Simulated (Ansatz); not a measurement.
# SiPbS3 (model cell, started as cubic perovskite with Si in the octahedra): phonons and vibrational spectra

Wanted: phonon frequencies of SiPbS3 (model cell, started as cubic perovskite with Si in the octahedra) and what follows from them.

Calculated with Ansatz 0.2.0; DFT PBEsol, scalar-relativistic, plane waves, PAW; PAW set soft_1.

This is a report of a sequence of runs, with most program output left out.

The structure was built from a prototype and need not be the compound's stable phase.

**1. The starting structure**

It takes space group Pm-3m (No. 221, cubic). The conventional cell has a = 4.390 Å, b = 4.390 Å, c = 4.390 Å, α = 90.00°, β = 90.00°, γ = 90.00°. Pb has 12 S at 3.10 Å nearest. Si has 6 S at 2.20 Å nearest. Nearest to S lie 2 Si at 2.20 Å and 4 Pb at 3.10 Å. Farther neighbours and most contacts between anions are not listed.

**2. Coarse relaxation**

A rough relaxation comes first, because large forces or stress need no tight tolerances yet.

The input, input.yaml:

```yaml
crystal:
  lattice:
    - [4.3904, 0.0, 0.0]
    - [0.0, 4.3904, 0.0]
    - [0.0, 0.0, 4.3904]
  atoms:
    - { symbol: Pb, position: [0.0, 0.0, 0.0] }
    - { symbol: Si, position: [0.5, 0.5, 0.5] }
    - { symbol: S, position: [0.5, 0.5, 0.0] }
    - { symbol: S, position: [0.5, 0.0, 0.5] }
    - { symbol: S, position: [0.0, 0.5, 0.5] }
kpoints:
  mp_grid: { grid: [4, 4, 4] }
hamiltonian:
  xc: pbesol
  pseudopotentials: { kind: paw, azcp: { folder: soft_1 }, xc_functional: pbe }
scf:
  occupations: { method: gaussian, width: 0.1 }
output:
  forces: true
  stress: true
  eigenvalues: true
relax:
  adjacent_minimum: "off"
  f_tol: 0.05
  max_steps: 80
  cell: { stress_tol: 0.5 }
```

Launch:

```console
> ansatz run input.yaml --threads 8 --pin off --max-ram 16384MiB --backend cpu --events-out ev --progress --plain --runs-dir out
```

The job ended after 1.7 s (8 threads of Arm Neoverse V2, shared host; peak memory 0.41 GiB).

The steps of the relaxation:

```
step  energy less that of the first step (eV)  largest force component (eV/Å)  pressure (GPa)  volume (Å³)
   1                                   0.0000                          0.0000           12.55        84.63
   2                                  -0.3462                          0.0000            2.54        92.42
   3                                  -0.3666                          0.0000            0.52        94.63
   4                                  -0.3675                          0.0000            0.04        95.22
  5*                                  -0.3699                          0.0000            0.05        95.22
```

Relaxation steps marked * repeat the geometry before them on a plane-wave basis chosen anew for their cell, so energy and pressure can jump there.

Forces are held to the 48 operations that the run works with; a distortion that breaks them can't arise in this run.

```
conventional cell, symmetrised  before  after   change
                         a (Å)   4.390  4.566   +4.0 %
                         b (Å)   4.390  4.566   +4.0 %
                         c (Å)   4.390  4.566   +4.0 %
              volume (Å³/atom)   16.93  19.04  +12.5 %
```

The relaxed structure:

```xyz
5
Lattice="4.5664 0.0000 0.0000 0.0000 4.5664 0.0000 0.0000 0.0000 4.5664" Properties=species:S:1:pos:R:3 pbc="T T T"
Pb    0.0000    0.0000    0.0000
Si    2.2832    2.2832    2.2832
S     2.2832    2.2832    0.0000
S     2.2832    0.0000    2.2832
S     0.0000    2.2832    2.2832
```

Numbers from this step:

| Quantity | Value |
| --- | --- |
| pressure | 0.05238 GPa |
| volume per atom | 19.04 Å³ |
| gap on the k-mesh | 0 eV |

In this step the volume went from 16.93 to 19.04 Å³/atom.

**3. Bringing the structure to rest**

The cell and atoms are relaxed, since residual forces and stress would shift the frequencies.

input.yaml: that of step 2 with these lines changed.

```diff
@@ -2,5 +2,5 @@
   lattice:
-    - [4.3904, 0.0, 0.0]
-    - [0.0, 4.3904, 0.0]
-    - [0.0, 0.0, 4.3904]
+    - [4.5664110419, 0.0, 0.0]
+    - [0.0, 4.5664110419, 0.0]
+    - [0.0, 0.0, 4.5664110419]
   atoms:
@@ -12,3 +12,3 @@
 kpoints:
-  mp_grid: { grid: [4, 4, 4] }
+  mp_grid: { grid: [8, 8, 8] }
 hamiltonian:
@@ -22,6 +22,10 @@
   eigenvalues: true
+  write_density: true
+  write_potential: true
+  elf: true
+  volumetric_format: npy
 relax:
   adjacent_minimum: "off"
-  f_tol: 0.05
+  f_tol: 0.005
   max_steps: 80
-  cell: { stress_tol: 0.5 }
+  cell: { stress_tol: 0.05 }
```

Elapsed: 3 s, on 8 threads; peak memory 0.49 GiB.

Step by step:

```
step  energy less that of the first step (eV)  largest force component (eV/Å)  pressure (GPa)  volume (Å³)
   1                                   0.0000                          0.0000            0.70        95.22
   2                                  -0.0016                          0.0000            0.19        95.83
   3                                  -0.0017                          0.0000            0.00        96.05
  4*                                  -0.0018                          0.0000            0.00        96.05
```

Relaxation steps marked * repeat the geometry before them on a plane-wave basis chosen anew for their cell, so energy and pressure can jump there.

The run keeps the 48 symmetry operations that it works with, so distortions that break them were not tested.

```
conventional cell, symmetrised  before  after  change
                         a (Å)   4.566  4.580  +0.3 %
                         b (Å)   4.566  4.580  +0.3 %
                         c (Å)   4.566  4.580  +0.3 %
              volume (Å³/atom)   19.04  19.21  +0.9 %
```

Final coordinates:

```cif
data_structure
_symmetry_space_group_name_H-M 'P 1'
_symmetry_Int_Tables_number 1
_cell_length_a 4.5797
_cell_length_b 4.5797
_cell_length_c 4.5797
_cell_angle_alpha 90.000
_cell_angle_beta 90.000
_cell_angle_gamma 90.000
_cell_volume 96.05
loop_
_atom_site_label
_atom_site_type_symbol
_atom_site_fract_x
_atom_site_fract_y
_atom_site_fract_z
_atom_site_occupancy
Pb1 Pb 0.00000 0.00000 0.00000 1
Si2 Si 0.50000 0.50000 0.50000 1
S3 S 0.50000 0.50000 0.00000 1
S4 S 0.50000 0.00000 0.50000 1
S5 S 0.00000 0.50000 0.50000 1
```

This step gave:

```
pressure        : 0.004096 GPa
volume per atom : 19.21 Å³
```

ELF in the ac plane at fractional y = 0.500, with atoms of Si and S within 0.2 Å of it. It is the smooth field of the valence electrons, not physical close to the nuclei.

Values, 14 rows by 14 columns, each cell a mean:
```
0.04 0.05 0.18 0.61 0.83 0.78 0.30 0.13 0.52 0.83 0.78 0.42 0.11 0.04
0.14 0.10 0.11 0.36 0.68 0.80 0.70 0.64 0.76 0.77 0.58 0.22 0.09 0.11
0.49 0.34 0.15 0.16 0.40 0.67 0.79 0.81 0.76 0.58 0.29 0.12 0.22 0.42
0.82 0.73 0.47 0.22 0.26 0.50 0.72 0.76 0.65 0.40 0.21 0.29 0.58 0.78
0.84 0.82 0.72 0.47 0.40 0.49 0.60 0.63 0.56 0.44 0.40 0.58 0.77 0.83
0.40 0.62 0.79 0.71 0.63 0.49 0.38 0.39 0.39 0.56 0.65 0.76 0.76 0.52
0.02 0.31 0.77 0.79 0.74 0.52 0.41 0.49 0.39 0.63 0.76 0.81 0.64 0.13
0.16 0.46 0.78 0.76 0.69 0.50 0.37 0.41 0.38 0.60 0.72 0.79 0.70 0.30
0.75 0.80 0.77 0.58 0.49 0.49 0.50 0.52 0.49 0.49 0.50 0.67 0.80 0.78
0.85 0.79 0.58 0.30 0.29 0.49 0.69 0.74 0.63 0.40 0.26 0.40 0.68 0.83
0.68 0.53 0.26 0.15 0.30 0.58 0.76 0.79 0.71 0.47 0.22 0.16 0.36 0.61
0.23 0.15 0.10 0.26 0.58 0.77 0.78 0.77 0.79 0.72 0.47 0.15 0.11 0.18
0.06 0.06 0.15 0.53 0.79 0.80 0.46 0.31 0.62 0.82 0.73 0.34 0.10 0.05
0.03 0.06 0.23 0.68 0.85 0.75 0.16 0.02 0.40 0.84 0.82 0.49 0.14 0.04
```
Columns run along a (4.6 Å), rows up along c (4.6 Å). Atoms in or near the plane, at fractional coordinates: Si at (0.50, 0.50), S at (0.50, 0.00), S at (0.00, 0.50).

Electrostatic potential energy in the ac plane at fractional y = 0.500, with atoms of Si and S within 0.2 Å of it. With pseudopotentials it is smooth inside the atoms' cores, unlike the true potential.

Values in eV, 14 rows by 14 columns, each cell a mean:
```
 13  13  13  11   2 -23 -32 -30 -32 -11   7  12  13  13
 13  13  13  12   7  -7 -24 -27 -18   0   9  13  13  13
 12  12  13  12  10   5  -1  -3   2   7  11  12  13  12
  6   8  10  11   9   6   2   0   3   7  10  11   9   7
-16  -7   4   8   6  -3 -15 -18 -11   1   7   7   0 -11
-33 -29  -9   4   0 -20 -26 -24 -27 -11   3   2 -18 -32
-23 -32 -18   2  -5 -26 -14  -3 -24 -18   0  -3 -27 -30
-29 -32 -14   3  -3 -24 -21 -14 -26 -15   2  -1 -24 -32
-27 -17   0   7   4 -10 -24 -26 -20  -3   6   5  -7 -23
  0   4   9  10   8   4  -3  -5   0   6   9  10   7   2
 11  11  12  12  10   7   3   2   4   8  11  12  12  11
 13  13  13  12   9   0 -14 -18  -9   4  10  13  13  13
 13  13  13  11   4 -17 -32 -32 -29  -7   8  12  13  13
 13  13  13  11   0 -27 -29 -23 -33 -16   6  12  13  13
```
Columns run along a (4.6 Å; values clipped at the 3rd and 97th percentile), rows up along c (4.6 Å). Atoms in or near the plane, at fractional coordinates: Si at (0.50, 0.50), S at (0.50, 0.00), S at (0.00, 0.50).

Valence density in the ac plane at fractional y = 0.500, with atoms of Si and S within 0.2 Å of it. It is the smooth field of the valence electrons, not physical close to the nuclei.

Ten even steps from '0' (0.0 e/Å³) to '9' (1.1 e/Å³), each cell a mean:
```
00015976973100
00013799852000
10012467531001
43211244321123
87422233322357
89743221233589
38954211134796
69853211234697
98532222222479
54211234321235
21111355421111
00012589742000
00014898973000
00025963884100
```
Columns run along a (4.6 Å), rows up along c (4.6 Å). Atoms in or near the plane, at fractional coordinates: Si at (0.50, 0.50), S at (0.50, 0.00), S at (0.00, 0.50).

In this step the volume went from 19.04 to 19.21 Å³/atom.

**4. Tight relaxation**

Phonons need a cell at rest on their own settings, so the relaxation is repeated with tight tolerances on forces and stress, using the mesh and the filling of the phonon run that follows.

input.yaml, the sections that differ from step 3:

```yaml
crystal:
  lattice:
    - [4.5796705777, 0.0, 0.0]
    - [0.0, 4.5796705777, 0.0]
    - [0.0, 0.0, 4.5796705777]
  atoms:
    - { symbol: Pb, position: [0.0, 0.0, 0.0] }
    - { symbol: Si, position: [0.5, 0.5, 0.5] }
    - { symbol: S, position: [0.5, 0.5, 0.0] }
    - { symbol: S, position: [0.5, 0.0, 0.5] }
    - { symbol: S, position: [0.0, 0.5, 0.5] }
scf:
  occupations: { method: methfessel_paxton, width: 0.2 }
output:
  forces: true
  stress: true
  eigenvalues: true
relax:
  adjacent_minimum: "off"
  f_tol: 0.001
  max_steps: 60
  cell: { stress_tol: 0.01 }
# kpoints, hamiltonian: as in step 3
```

Run time: 2.3 s. Hardware: 8 threads; peak memory 0.48 GiB.

Little changed from the start: no atom moved by 0.005 Å and no cell edge by 0.1 %.

Numbers from this step:

- pressure: 0.003308 GPa

The forces vanish by symmetry and the pressure is 0.003 GPa, within the tolerances set. The cell now holds 19.21 Å³/atom.

**5. Zone-centre response**

The zone centre comes first: it holds the modes that light can see, as far as symmetry allows. No field response is asked, since the mesh shows no gap.

input.yaml, the sections that differ from step 4:

```yaml
crystal:
  lattice:
    - [4.5798392005, 0.0, 0.0]
    - [0.0, 4.5798392005, 0.0]
    - [0.0, 0.0, 4.5798392005]
  atoms:
    - { symbol: Pb, position: [0.0, 0.0, 0.0] }
    - { symbol: Si, position: [0.5, 0.5, 0.5] }
    - { symbol: S, position: [0.5, 0.5, 0.0] }
    - { symbol: S, position: [0.5, 0.0, 0.5] }
    - { symbol: S, position: [0.0, 0.5, 0.5] }
output:
  eigenvalues: true
phonons:
  method: dfpt
# kpoints, hamiltonian, scf: as in step 4
# relax: removed
```

Run time: 17 s. Hardware: 8 threads; peak memory 1.2 GiB.

This step gave:

```
sum-rule residual before enforcement                    : 4.34e-5 eV/Å²
point group                                             : m-3m
highest optical mode at the zone centre (no LO-TO term) : 310.1 cm⁻¹
lowest optical zone-centre mode                         : -152.1 cm⁻¹
```

Patterns of degenerate modes are one choice out of their space. The modes at Γ (shares of kinetic energy by element, %) (negative means imaginary):

```
mode  frequency (cm⁻¹)  symmetry  Pb %  Si %  S %
   1            -152.1       T1u     7    26   67
   2            -152.1       T1u     7    26   67
   3            -152.1       T1u     7    26   67
   4            -104.7       T2u     0     0  100
   5            -104.7       T2u     0     0  100
   6            -104.7       T2u     0     0  100
   7             -37.6       T1u    30    46   23
   8             -37.6       T1u    30    46   23
   9             -37.6       T1u    30    46   23
  10               0.0  acoustic    63     8   29
  11               0.0  acoustic    63     8   29
  12               0.0  acoustic    63     8   29
  13             310.1       T1u     0    19   81
  14             310.1       T1u     0    19   81
  15             310.1       T1u     0    19   81
```

Displacements in mode 3 (-152.1 cm⁻¹), the largest set to 1:
```
Pb1 -0.18  0.00  0.01
Si2 -0.94 -0.02  0.05
S3   1.00  0.02  0.00
S4   1.00  0.00 -0.06
S5   0.00  0.02 -0.06
```

Displacements in mode 6 (-104.7 cm⁻¹), the largest set to 1:
```
Pb1  0.00  0.00  0.00
Si2  0.00  0.00  0.00
S3  -0.14  0.05  0.00
S4   0.14  0.00 -1.00
S5   0.00 -0.05  1.00
```

Before it was imposed, the acoustic sum rule was missed by 4.3e-5 eV/Å². Small misses are needed for a sound result but don't prove that mesh and cutoff are converged. The lowest optical mode is imaginary, 152.1i cm⁻¹, so the energy falls along it.

(Continued in part 2 of 2.)

[Logs are printed without paths, hosts, clocks, repeated set-up lines and the standing remarks that a program may print on its own settings, such as how far it seeks lower states.]

[Hosts, paths, dates, database ids (printed as entryN), source tags and the programs' standing remarks are cut or masked in the printed files.]
